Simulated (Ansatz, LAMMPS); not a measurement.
**Squeezing and shearing glassy 56SiO2-26Al2O3-18BaO (mol %) (114 atoms)**

How stiff is glassy 56SiO2-26Al2O3-18BaO (mol %) (114 atoms), and how do its levels respond to strain?

Method: Kohn-Sham DFT, RPBE, PAW (set soft_2), plane waves, in Ansatz 0.2.0.

## 1. Set-up

The cell holds 114 atoms: 19 Si, 18 Al, 6 Ba and 71 O. Its edges and angles: a = 11.541 Å, b = 11.541 Å, c = 11.541 Å, α = 90.0°, β = 90.0°, γ = 90.0°. 114 atoms (19 Si, 18 Al, 6 Ba, 71 O) placed at random at 3.09 g/cm³, melted at 4000 K for 10 ps at fixed volume with the Morse and Coulomb pair potential with partial charges (Pedone, Malavasi, Menziani, Cormack and Segre, J. Phys. Chem. B 110, 11780 (2006)). Quenched from 4000 K to 300 K at 20 K/ps and fixed volume, held 10 ps at zero pressure, then minimised at fixed cell.

What the set-up can't give: The quench rate of 20 K/ps is many orders above laboratory rates, so the cell is likely richer in defects and strain than a real sample. The network of bonds at the start is that of the classical potential that made the cell, and needn't be the one that DFT or experiment would give. Sampling is at Γ alone. No spin–orbit coupling is included, so levels derived from the heavy atoms are approximate.

## 2. Single point at the start

The forces at the start show how far the geometry lies from a minimum of this functional.

Contents of input.yaml:

```yaml
crystal:
  lattice:
    - [11.54074, 0.0, 0.0]
    - [0.0, 11.54074, 0.0]
    - [0.0, 0.0, 11.54074]
  atoms:
    - { symbol: Si, position: [0.40138, 0.95418, 0.17146] }
    - { symbol: Si, position: [0.11097, 0.28009, 0.63142] }
    - { symbol: Si, position: [0.24205, 0.5205, 0.67264] }
    - { symbol: Si, position: [0.65291, 0.69578, 0.1704] }
    - { symbol: Si, position: [0.08679, 0.38684, 0.02089] }
    - { symbol: Si, position: [0.89431, 0.71939, 0.46724] }
    - { symbol: Si, position: [0.31809, 0.41135, 0.29393] }
    - { symbol: Si, position: [0.18729, 0.63058, 0.08313] }
    - { symbol: Si, position: [0.22303, 0.15423, 0.22005] }
    - { symbol: Si, position: [0.97849, 0.93275, 0.79387] }
    - { symbol: Si, position: [0.54341, 0.74658, 0.77439] }
    - { symbol: Si, position: [0.83142, 0.17769, 0.43061] }
    - { symbol: Si, position: [0.85724, 0.08315, 0.97972] }
    - { symbol: Si, position: [0.1359, 0.8391, 0.51617] }
    - { symbol: Si, position: [0.671, 0.30544, 0.8319] }
    - { symbol: Si, position: [0.69242, 0.44156, 0.21182] }
    - { symbol: Si, position: [0.48112, 0.4886, 0.81243] }
    - { symbol: Si, position: [0.48008, 0.7719, 0.34626] }
    - { symbol: Si, position: [0.22403, 0.06623, 0.75086] }
    - { symbol: Al, position: [0.31153, 0.83176, 0.71201] }
    - { symbol: Al, position: [0.92013, 0.32052, 0.83477] }
    - { symbol: Al, position: [0.24894, 0.65439, 0.34622] }
    - { symbol: Al, position: [0.56646, 0.95214, 0.50172] }
    - { symbol: Al, position: [0.65527, 0.18893, 0.59884] }
    - { symbol: Al, position: [0.54601, 0.42027, 0.45113] }
    - { symbol: Al, position: [0.79864, 0.9386, 0.37422] }
    - { symbol: Al, position: [0.4281, 0.65389, 0.54125] }
    - { symbol: Al, position: [0.12918, 0.71712, 0.83719] }
    - { symbol: Al, position: [0.27485, 0.20737, 0.97879] }
    - { symbol: Al, position: [0.61654, 0.09076, 0.28613] }
    - { symbol: Al, position: [0.68002, 0.94133, 0.1064] }
    - { symbol: Al, position: [0.44832, 0.53519, 0.08095] }
    - { symbol: Al, position: [0.54519, 0.27897, 0.07869] }
    - { symbol: Al, position: [0.05671, 0.09055, 0.43466] }
    - { symbol: Al, position: [0.76343, 0.86124, 0.63791] }
    - { symbol: Al, position: [0.89835, 0.25274, 0.17571] }
    - { symbol: Al, position: [0.3595, 0.78727, 0.97023] }
    - { symbol: Ba, position: [0.52382, 0.05042, 0.86423] }
    - { symbol: Ba, position: [0.75926, 0.48314, 0.59325] }
    - { symbol: Ba, position: [0.85629, 0.6207, 0.94704] }
    - { symbol: Ba, position: [0.0203, 0.4298, 0.33952] }
    - { symbol: Ba, position: [0.37118, 0.16372, 0.48797] }
    - { symbol: Ba, position: [0.07787, 0.91727, 0.12912] }
    - { symbol: O, position: [0.25801, 0.28282, 0.26554] }
    - { symbol: O, position: [0.73374, 0.02089, 0.99276] }
    - { symbol: O, position: [0.41806, 0.38344, 0.38346] }
    - { symbol: O, position: [0.70467, 0.14178, 0.39635] }
    - { symbol: O, position: [0.98476, 0.41744, 0.93194] }
    - { symbol: O, position: [0.00944, 0.29556, 0.71982] }
    - { symbol: O, position: [0.56303, 0.0639, 0.59761] }
    - { symbol: O, position: [0.94088, 0.98158, 0.9235] }
    - { symbol: O, position: [0.1814, 0.68241, 0.20943] }
    - { symbol: O, position: [0.49568, 0.81557, 0.4783] }
    - { symbol: O, position: [0.31465, 0.65682, 0.03268] }
    - { symbol: O, position: [0.89232, 0.11824, 0.11056] }
    - { symbol: O, position: [0.02522, 0.31907, 0.12701] }
    - { symbol: O, position: [0.53589, 0.65496, 0.10863] }
    - { symbol: O, position: [0.13684, 0.50344, 0.07832] }
    - { symbol: O, position: [0.00706, 0.79741, 0.80829] }
    - { symbol: O, position: [0.53438, 0.55079, 0.53263] }
    - { symbol: O, position: [0.43271, 0.7464, 0.68229] }
    - { symbol: O, position: [0.10318, 0.70035, 0.99324] }
    - { symbol: O, position: [0.80782, 0.72956, 0.57799] }
    - { symbol: O, position: [0.8801, 0.19517, 0.90572] }
    - { symbol: O, position: [0.5318, 0.96982, 0.12394] }
    - { symbol: O, position: [0.33258, 0.06211, 0.22845] }
    - { symbol: O, position: [0.21044, 0.77995, 0.4172] }
    - { symbol: O, position: [0.16186, 0.59165, 0.76232] }
    - { symbol: O, position: [0.65843, 0.43565, 0.34585] }
    - { symbol: O, position: [0.72912, 0.57952, 0.18178] }
    - { symbol: O, position: [0.78371, 0.38667, 0.81298] }
    - { symbol: O, position: [0.36412, 0.49124, 0.7398] }
    - { symbol: O, position: [0.63837, 0.26968, 0.95875] }
    - { symbol: O, position: [0.89386, 0.24309, 0.32992] }
    - { symbol: O, position: [0.12813, 0.97776, 0.49915] }
    - { symbol: O, position: [0.27867, 0.10887, 0.86812] }
    - { symbol: O, position: [0.19178, 0.14238, 0.0895] }
    - { symbol: O, position: [0.41126, 0.23316, 0.03052] }
    [... 30 atom lines left out ...]
    - { symbol: O, position: [0.40361, 0.65866, 0.37056] }
    - { symbol: O, position: [0.09828, 0.00364, 0.76526] }
    - { symbol: O, position: [0.26228, 0.79534, 0.8501] }
    - { symbol: O, position: [0.20494, 0.18047, 0.67165] }
    - { symbol: O, position: [0.85798, 0.80417, 0.36066] }
    - { symbol: O, position: [0.60453, 0.74637, 0.29155] }
kpoints:
  mp_grid: { grid: [1, 1, 1] }
hamiltonian:
  xc: rpbe
scf:
  occupations: { method: fixed }
output:
  forces: true
```

On the command line:

```
> ansatz run input.yaml --threads 4 --pin off --max-ram 8192MiB --backend cpu --events-out ev --progress --plain --runs-dir out
```

Numbers of over 12 decimals in the logs are rounded to 6 here.

Output:

```text
[...]
Pseudopotentials: kind: paw
Pseudopotential: Si, paw, valence charge 4, recommended cutoff 420 eV (normal), Si.paw.azcp
Pseudopotential: Al, paw, valence charge 3, recommended cutoff 420 eV (normal), Al.paw.azcp
Pseudopotential: Ba, paw, valence charge 10, recommended cutoff 420 eV (normal), Ba.paw.azcp
Pseudopotential: O, paw, valence charge 6, recommended cutoff 420 eV (normal), O.paw.azcp
[... 5 lines on functional and potentials left out ...]
Crystal: 114 atoms, lattice volume = 1537.096 Å³
Basis set: ecut = 420 eV, 30047 PW (Γ), exchange–correlation on 160×160×160 points (8 copies of the dense FFT grid, shifted against one another)
Bands: 422, of which v1, the nominal top of the filled ones, is band 308 counted from 1 (307 counted from 0)
Symmetry: 1 space group operations
Space group: P1 (ITA 1), of the structure as read, at distance tolerance 1.2e-4 Å
k-points: 1
[... 13 lines on functional and potentials left out ...]
Initial density: superposition of atomic densities (neutral atoms: chi_scale 0, normalization atom), corrected by the library's trained network
Initial wavefunctions: pseudopotential atomic-orbital guess
[...]
SCF iter   1: F=—  HF=-98175.022509 eV  |F-HF|=—  |Δ(HF+E_count)|=         —  Δρ=4.21e-3  dr2=3.13e-1  ethr=1.77e-3  ⟨swp⟩=7.0  Hψ=1483  notcnv=0  defer=110
preconditioner: auto → Resta (q_TF=auto, 2.343 Å⁻¹)  ε∞=3.2  [insulator: Δε(μ)=3.423 eV  Ē_g=15.673 eV  n_scr=340 (ndim 8)  ℏωp=23.3 eV  f_vac=0.098  ε∞_Penn≈3.2]
SCF iter   2: F=—  HF=-98174.991732 eV  |F-HF|=—  |Δ(HF+E_count)|=   3.08e-2  Δρ=2.12e-3  dr2=4.66e-2  ethr=5.08e-5  ⟨swp⟩=3.0  Hψ=665  notcnv=0  defer=112
SCF iter   3: F=—  HF=-98174.997975 eV  |F-HF|=—  |Δ(HF+E_count)|=   6.24e-3  Δρ=8.32e-4  dr2=1.32e-2  ethr=7.57e-6  ⟨swp⟩=3.0  Hψ=548  notcnv=0  defer=93
automatic band count: iteration 3 solves 403 bands in place of 422: the levels show a gap, and the empty bands left out lie too high to hold charge; the band table lists the bands solved (type scf.n_extra_bands for more)
SCF iter   4: F=—  HF=-98175.000113 eV  |F-HF|=—  |Δ(HF+E_count)|=   2.14e-3  Δρ=2.24e-4  dr2=7.81e-4  ethr=2.15e-6  ⟨swp⟩=3.0  Hψ=556  notcnv=0  defer=93
SCF iter   5: F=—  HF=-98175.000511 eV  |F-HF|=—  |Δ(HF+E_count)|=   3.98e-4  Δρ=1.28e-4  dr2=2.27e-4  ethr=1.27e-7  ⟨swp⟩=2.0  Hψ=556  notcnv=0  defer=93
SCF iter   6: F=—  HF=-98175.000611 eV  |F-HF|=—  |Δ(HF+E_count)|=   1.00e-4  Δρ=2.62e-5  dr2=1.10e-5  ethr=3.68e-8  ⟨swp⟩=2.0  Hψ=554  notcnv=0  defer=93
SCF iter   7: F=—  HF=-98175.001385 eV  |F-HF|=—  |Δ(HF+E_count)|=   7.74e-4  Δρ=1.68e-5  dr2=3.26e-6  ethr=1.79e-9  ⟨swp⟩=2.0  Hψ=707  notcnv=0  defer=93
SCF iter   8: F=—  HF=-98175.001387 eV  |F-HF|=—  |Δ(HF+E_count)|=   1.40e-6  Δρ=6.15e-6  dr2=4.53e-7  ethr=5.30e-10  ⟨swp⟩=2.0  Hψ=614  notcnv=0  defer=93
SCF iter   9: F=-98175.001387 eV  HF=-98175.001387 eV  |F-HF|=3.43e-8  |Δ(HF+E_count)|=   4.04e-7  Δρ=1.53e-6  dr2=3.71e-8  ethr=1.62e-11  ⟨swp⟩=4.0  Hψ=1260  notcnv=0
SCF 1 converged in 9 iterations: F = -98175.001387 eV  dr2 = 3.71e-8
[...]
SCF converged after 9 iterations
Free energy (F): -98175.001387 eV
Harris-Foulkes:  -98175.001387 eV  (|F-HF|=3.43e-8)
Internal energy: -98175.001387 eV  (E = F + TS)
E sigma→0 (E₀):  -98175.001387 eV
Fermi energy:    5.133281 eV
--- Per-component energies (eV) ---
[...]
Σ components = -98175.001387   (vs F -98175.001387, Δ=0.00e0)
--- Forces (eV/Å), atoms counted from 1 ---
  atom   1  Si     0.70095688    -0.42244601    -0.16707235
  atom   2  Si     0.25118102    -0.56254192     0.24359555
  atom   3  Si     0.73864859     0.61780156     0.75301318
  atom   4  Si    -2.33214003    -0.82640386     0.33792765
[...]
atom 114  O      1.54065905     0.22463714     1.10169940
  max |Σ_I F_I| component: 1.05e-4 eV/Å
```

Wall time 30 s (4 threads of Intel Xeon Platinum 8223CL at 3.00GHz (Skylake/Cascade Lake), shared host); peak memory 2 GiB.

The r.m.s. force at the start is 0.83 eV/Å.

## 3. Cell and atoms relaxed

Cell and atoms are freed together, to release stress as well as forces.

Contents of input.yaml:

```yaml
crystal:
  lattice:
    - [11.54074, 0.0, 0.0]
    - [0.0, 11.54074, 0.0]
    - [0.0, 0.0, 11.54074]
  atoms:
    [... the 114 atom lines of step 2 ...]
kpoints:
  mp_grid: { grid: [1, 1, 1] }
hamiltonian:
  xc: rpbe
scf:
  occupations: { method: fixed }
output:
  forces: true
relax:
  f_tol: 0.05
  max_steps: 150
  cell: {}
```

Output:

```text
[...]
Crystal: 114 atoms, lattice volume = 1537.096 Å³
Basis set: ecut = 420 eV, 30047 PW (Γ), exchange–correlation on 160×160×160 points (8 copies of the dense FFT grid, shifted against one another)
Bands: 422, of which v1, the nominal top of the filled ones, is band 308 counted from 1 (307 counted from 0)
Symmetry: 1 space group operations
[...]
k-points: 1
[...]
SCF iter   1: F=—  HF=-98175.022502 eV  |F-HF|=—  |Δ(HF+E_count)|=         —  Δρ=4.21e-3  dr2=3.13e-1  ethr=1.77e-3  ⟨swp⟩=7.0  Hψ=1483  notcnv=0  defer=110
[...]
SCF iter   9: F=-98175.001387 eV  HF=-98175.001387 eV  |F-HF|=3.42e-8  |Δ(HF+E_count)|=   4.04e-7  Δρ=1.53e-6  dr2=3.71e-8  ethr=1.62e-11  ⟨swp⟩=4.0  Hψ=1260  notcnv=0
SCF 1 converged in 9 iterations: F = -98175.001387 eV  dr2 = 3.71e-8
[...]
relax step   1: F+E_penalty+E_count = -98175.00138728 eV  Δ(F+E_penalty+E_count) = +0.000e0 eV  max|allowed force component| = 3.428e0 eV/Å  Δτ_max = 0.0000 Å  P = +10.969 GPa  Ω = 1537.096 Å³  (9 SCF iters, dr2 threshold 1.00e-7 eV, accepted)
[... from here on, the SCF cycles and remarks between the steps are left out ...]
relax step   2: F+E_penalty+E_count = -98179.18524334 eV  Δ(F+E_penalty+E_count) = -4.184e0 eV  max|allowed force component| = 1.990e0 eV/Å  Δτ_max = 0.1950 Å  P = +5.705 GPa  Ω = 1585.052 Å³  energy of the carried Pulay correction = -1.376e-1 eV  (8 SCF iters, dr2 threshold 1.14e-5 eV, accepted)
relax step   3: F+E_penalty+E_count = -98181.23439842 eV  Δ(F+E_penalty+E_count) = -2.049e0 eV  max|allowed force component| = 7.761e-1 eV/Å  Δτ_max = 0.1917 Å  P = -0.400 GPa  Ω = 1641.990 Å³  energy of the carried Pulay correction = -2.956e-1 eV  (8 SCF iters, dr2 threshold 1.14e-5 eV, accepted)
relax step   4: F+E_penalty+E_count = -98181.66350004 eV  Δ(F+E_penalty+E_count) = -4.291e-1 eV  max|allowed force component| = 4.872e-1 eV/Å  Δτ_max = 0.2000 Å  P = -0.295 GPa  Ω = 1641.005 Å³  energy of the carried Pulay correction = -2.930e-1 eV  (7 SCF iters, dr2 threshold 1.14e-5 eV, accepted)
relax step   5: F+E_penalty+E_count = -98181.90707548 eV  Δ(F+E_penalty+E_count) = -2.436e-1 eV  max|allowed force component| = 2.561e-1 eV/Å  Δτ_max = 0.2000 Å  P = -0.084 GPa  Ω = 1638.508 Å³  energy of the carried Pulay correction = -2.861e-1 eV  (7 SCF iters, dr2 threshold 1.14e-5 eV, accepted)
relax step   6: F+E_penalty+E_count = -98182.02004760 eV  Δ(F+E_penalty+E_count) = -1.130e-1 eV  max|allowed force component| = 3.117e-1 eV/Å  Δτ_max = 0.1962 Å  P = +0.031 GPa  Ω = 1636.278 Å³  energy of the carried Pulay correction = -2.800e-1 eV  (7 SCF iters, dr2 threshold 4.10e-6 eV, accepted)
relax step   7: F+E_penalty+E_count = -98182.09623327 eV  Δ(F+E_penalty+E_count) = -7.619e-2 eV  max|allowed force component| = 3.567e-1 eV/Å  Δτ_max = 0.2000 Å  P = -0.012 GPa  Ω = 1642.937 Å³  energy of the carried Pulay correction = -2.982e-1 eV  (7 SCF iters, dr2 threshold 6.07e-6 eV, accepted)
relax step   8: F+E_penalty+E_count = -98182.15206330 eV  Δ(F+E_penalty+E_count) = -5.583e-2 eV  max|allowed force component| = 1.931e-1 eV/Å  Δτ_max = 0.2000 Å  P = +0.024 GPa  Ω = 1645.142 Å³  energy of the carried Pulay correction = -3.042e-1 eV  (7 SCF iters, dr2 threshold 7.95e-6 eV, accepted)
relax step   9: F+E_penalty+E_count = -98182.18351356 eV  Δ(F+E_penalty+E_count) = -3.145e-2 eV  max|allowed force component| = 1.076e-1 eV/Å  Δτ_max = 0.2000 Å  P = -0.024 GPa  Ω = 1647.507 Å³  energy of the carried Pulay correction = -3.107e-1 eV  (7 SCF iters, dr2 threshold 2.33e-6 eV, accepted)
relax step  10: F+E_penalty+E_count = -98182.20691145 eV  Δ(F+E_penalty+E_count) = -2.340e-2 eV  max|allowed force component| = 1.557e-1 eV/Å  Δτ_max = 0.2000 Å  P = -0.053 GPa  Ω = 1653.049 Å³  energy of the carried Pulay correction = -3.257e-1 eV  (9 SCF iters, dr2 threshold 7.24e-7 eV, accepted)
relax step  11: F+E_penalty+E_count = -98182.21786781 eV  Δ(F+E_penalty+E_count) = -1.096e-2 eV  max|allowed force component| = 1.408e-1 eV/Å  Δτ_max = 0.0485 Å  P = -0.005 GPa  Ω = 1653.551 Å³  energy of the carried Pulay correction = -3.270e-1 eV  (7 SCF iters, dr2 threshold 1.52e-6 eV, accepted)
relax step  12: F+E_penalty+E_count = -98182.22474702 eV  Δ(F+E_penalty+E_count) = -6.879e-3 eV  max|allowed force component| = 7.531e-2 eV/Å  Δτ_max = 0.0308 Å  P = +0.017 GPa  Ω = 1653.769 Å³  energy of the carried Pulay correction = -3.276e-1 eV  (6 SCF iters, dr2 threshold 1.24e-6 eV, accepted)
relax step  13: F+E_penalty+E_count = -98182.20540529 eV  Δ(F+E_penalty+E_count) = +1.934e-2 eV  max|allowed force component| = 2.510e-1 eV/Å  Δτ_max = 0.1785 Å  P = -0.048 GPa  Ω = 1656.063 Å³  energy of the carried Pulay correction = -3.338e-1 eV  (9 SCF iters, dr2 threshold 3.54e-7 eV, rejected (line search))
relax step  14: F+E_penalty+E_count = -98182.22867222 eV  Δ(F+E_penalty+E_count) = -3.925e-3 eV  max|allowed force component| = 4.490e-2 eV/Å  Δτ_max = 0.0718 Å  P = +0.002 GPa  Ω = 1654.975 Å³  energy of the carried Pulay correction = -3.309e-1 eV  (11 SCF iters, accepted)
relax step  15: F+E_penalty+E_count = -98182.86713001 eV  Δ(F+E_penalty+E_count) = -6.385e-1 eV  max|allowed force component| = 4.468e-2 eV/Å  Δτ_max = 0.0000 Å  P = +0.644 GPa  Ω = 1654.975 Å³  stress off target by 1.06e0 GPa  SCF on the basis re-selected at this cell (its energy is not comparable with the rows above)  (9 SCF iters)
relax step  16: F+E_penalty+E_count = -98182.85392519 eV  Δ(F+E_penalty+E_count) = +1.320e-2 eV  max|allowed force component| = 1.533e-1 eV/Å  Δτ_max = 0.0978 Å  P = -0.263 GPa  Ω = 1674.642 Å³  energy of the carried Pulay correction = -5.761e-2 eV  (7 SCF iters, dr2 threshold 2.82e-6 eV, accepted)
relax step  17: F+E_penalty+E_count = -98182.87589002 eV  Δ(F+E_penalty+E_count) = -2.196e-2 eV  max|allowed force component| = 7.243e-2 eV/Å  Δτ_max = 0.1011 Å  P = +0.026 GPa  Ω = 1673.282 Å³  energy of the carried Pulay correction = -5.358e-2 eV  (7 SCF iters, dr2 threshold 1.47e-6 eV, accepted)
relax step  18: F+E_penalty+E_count = -98182.88010846 eV  Δ(F+E_penalty+E_count) = -4.218e-3 eV  max|allowed force component| = 5.256e-2 eV/Å  Δτ_max = 0.0689 Å  P = +0.015 GPa  Ω = 1673.839 Å³  energy of the carried Pulay correction = -5.523e-2 eV  (7 SCF iters, dr2 threshold 3.28e-7 eV, accepted)
relax step  19: F+E_penalty+E_count = -98182.88023797 eV  Δ(F+E_penalty+E_count) = -1.295e-4 eV  max|allowed force component| = 1.377e-2 eV/Å  Δτ_max = 0.0189 Å  P = -0.007 GPa  Ω = 1674.219 Å³  energy of the carried Pulay correction = -5.641e-2 eV  (7 SCF iters, dr2 threshold 1.73e-7 eV, accepted)
relax step  20: F+E_penalty+E_count = -98182.94527886 eV  Δ(F+E_penalty+E_count) = -6.504e-2 eV  max|allowed force component| = 1.368e-2 eV/Å  Δτ_max = 0.0000 Å  P = +0.014 GPa  Ω = 1674.219 Å³  stress off target by 7.90e-2 GPa  SCF on the basis re-selected at this cell (its energy is not comparable with the rows above)  (7 SCF iters)
relax step  21: F+E_penalty+E_count = -98182.94420079 eV  Δ(F+E_penalty+E_count) = +1.078e-3 eV  max|allowed force component| = 4.973e-2 eV/Å  Δτ_max = 0.0157 Å  P = +0.004 GPa  Ω = 1674.816 Å³  energy of the carried Pulay correction = -1.638e-3 eV  (8 SCF iters, dr2 threshold 1.56e-8 eV, accepted)
relax step  22: F+E_penalty+E_count = -98182.94651974 eV  Δ(F+E_penalty+E_count) = -2.319e-3 eV  max|allowed force component| = 4.975e-2 eV/Å  Δτ_max = 0.0000 Å  P = +0.005 GPa  Ω = 1674.816 Å³  stress off target by 1.15e-2 GPa  SCF on the basis re-selected at this cell (its energy is not comparable with the rows above)  (5 SCF iters)
[...]
SCF converged after 5 iterations
Free energy (F): -98182.946520 eV
[...]
Internal energy: -98182.946520 eV  (E = F + TS)
E sigma→0 (E₀):  -98182.946520 eV
Fermi energy:    3.653842 eV
[...]
--- Forces (eV/Å), atoms counted from 1 ---
  atom   1  Si    -0.00516481     0.00413581     0.00466001
  atom   2  Si    -0.00131671    -0.00180149     0.00423087
  atom   3  Si     0.00060116    -0.00465428    -0.00087297
  atom   4  Si    -0.00587386    -0.00207149    -0.00186534
  atom   5  Si     0.00452452     0.00102822    -0.00078271
  atom   6  Si     0.00632208     0.00200507     0.00290926
  atom   7  Si     0.01444950    -0.00234061    -0.00641548
  atom   8  Si    -0.00201108    -0.00313235    -0.00051859
  atom   9  Si     0.00415995    -0.01032176    -0.00617974
  atom  10  Si     0.00068714     0.00356704    -0.00225868
  atom  11  Si    -0.00161221     0.00360468     0.00085923
  atom  12  Si    -0.00168915     0.00510877    -0.00082406
  atom  13  Si     0.00296472    -0.00348495     0.00159934
  atom  14  Si    -0.00400360     0.00529242     0.00179658
[...]
atom 113  O     -0.00075416     0.00449986     0.00163871
  atom 114  O     -0.00057776    -0.00333230    -0.00107245
  max |Σ_I F_I| component: 1.02e-4 eV/Å
--- Stress (GPa, compression-positive) ---
        0.006921       0.003265      -0.000904
        0.003258       0.001239      -0.005151
       -0.000907      -0.005156       0.006986
  P = ⅓ Tr σ = 0.0050 GPa (0.050 kbar)
--- Relaxed structure (19 steps of the walk, 18 accepted, 3 SCFs on fresh bases) ---
  F+E_penalty+E_count = -98182.94651974 eV   max|allowed force component| = 4.975e-2 eV/Å   (the final SCF, on the basis selected at the relaxed cell)
  cell:  # Å, volume = 1674.8160 Å³
    - [11.888232, -0.136976, 0.190824]
    - [-0.136976, 11.712587, -0.327384]
    - [0.190824, -0.327384, 12.041813]
  atoms:
    - { symbol: Si, position: [0.404694, 0.947291, 0.174929] }
    - { symbol: Si, position: [0.113116, 0.263559, 0.646203] }
    - { symbol: Si, position: [0.247830, 0.507646, 0.687572] }
    - { symbol: Si, position: [0.633063, 0.688415, 0.174709] }
[...]
- { symbol: O, position: [0.593627, 0.743633, 0.299396] }
```

It took 5.7 min on 4 threads; peak memory 2.1 GiB.

The relaxation converged after 19 steps, with a largest force component of 0.050 eV/Å.

(Continued in part 2 of 3.)

[Logs are printed without paths, hosts, clocks, repeated set-up lines and the standing remarks that a program may print on its own settings, such as how far it seeks lower states.]

[Hosts, paths, dates, database ids (printed as entryN), source tags and the programs' standing remarks are cut or masked in the printed files.]
